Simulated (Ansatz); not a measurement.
**Lattice dynamics of MgTiTe3 (built on the sites of a database entry of BaTiO3)**

The cell of MgTiTe3 (built on the sites of a database entry of BaTiO3) is at rest. What are its phonons?

Calculated with Ansatz 0.2.0; DFT PBE+D3(BJ), scalar-relativistic, plane waves, PAW.

The structure was built from a prototype and need not be the compound's stable phase.

### Step 1. Starting point

It takes space group P4mm (No. 99, tetragonal). The conventional cell has a = 5.478 Å, b = 5.478 Å, c = 5.464 Å, α = 90.00°, β = 90.00°, γ = 90.00°. Mg has 4 Te at 2.86 Å nearest. Nearest to Ti lie 6 Te at 2.46 to 3.01 Å. Nearest to Te lie 2 Ti at 2.46 to 3.01 Å. Nearest to Te lie 2 Ti at 2.83 Å and 2 Mg at 2.86 Å. Farther neighbours and most contacts between anions are not listed.

### Step 2. Linear response at the zone centre

The cell comes from relaxations at this level that are not shown. The zone centre is the only wavevector solved here; it holds the modes that light can see, as far as symmetry allows. No field response is asked, since the mesh shows no gap.

File input.yaml:

```yaml
crystal:
  lattice:
    - [5.4777658673, 0.0, 0.0]
    - [0.0, 5.4777658673, 0.0]
    - [0.0, 0.0, 5.4637026632]
  atoms:
    - { symbol: Mg, position: [0.0, 0.0, -0.2305991639] }
    - { symbol: Ti, position: [0.5, 0.5, 0.4898131398] }
    - { symbol: Te, position: [0.5, 0.5, 0.0402955509] }
    - { symbol: Te, position: [0.5, 0.0, 0.6217452365] }
    - { symbol: Te, position: [0.0, 0.5, 0.6217452365] }
kpoints:
  mp_grid: { grid: [8, 8, 8] }
hamiltonian:
  xc: pbe
  dispersion: d3bj
scf:
  occupations: { method: methfessel_paxton, width: 0.2 }
output:
  eigenvalues: true
phonons:
  method: dfpt
```

The run is started by

```bash
> ansatz run input.yaml --threads 8 --pin off --max-ram 14336MiB --backend cpu --events-out ev --progress --plain --runs-dir out
```

The runs that follow: isotope substitution, element Mg, natural mass 24.305 amu; another isotope, element Te, natural mass 127.6 amu; isotope substitution, element Ti, natural mass 47.867 amu. Settings of the main run: cutoff 420 eV, 8×8×8 k-mesh, Methfessel-Paxton occupations, smearing width 0.2 eV.

Q: Predict the highest optical mode at the zone centre.

A zone-centre mode is imaginary (41.7i cm⁻¹), so this structure is not a minimum of the energy. The optical modes at Γ span -42 to 315 cm⁻¹ (negative means imaginary). The dispersion is not part of this account.

* volume per atom: 32.8 Å³
* electronic character: no gap on this mesh
* highest optical mode at the zone centre (no LO-TO term): 315 cm⁻¹
* lowest optical zone-centre mode: -41.7 cm⁻¹
* imaginary modes at Γ (the only wavevector solved): yes

The highest mode in this list at Γ, 315.2 cm⁻¹, is mostly motion of Ti (75 % of the kinetic energy). With no gap, or one that is small against the smearing, the frequencies hang on the k mesh and the smearing, most of all near Kohn anomalies. A semilocal functional can close a gap that the real compound would have, so the metallic treatment may be an artefact of the level. Spin-orbit coupling is left out, which can matter for the heavy elements here. In the phonons the program treats the change of the C6 weights of the dispersion term with coordination only in part. The starting cell was built on a prototype and not taken from a measurement, so the phase need not exist. These are harmonic frequencies at zero temperature: anharmonic shifts, linewidths and thermal expansion are left out.

[Logs are printed without paths, hosts, clocks, repeated set-up lines and the standing remarks that a program may print on its own settings, such as how far it seeks lower states.]

[Hosts, paths, dates, database ids (printed as entryN), source tags and the programs' standing remarks are cut or masked in the printed files.]
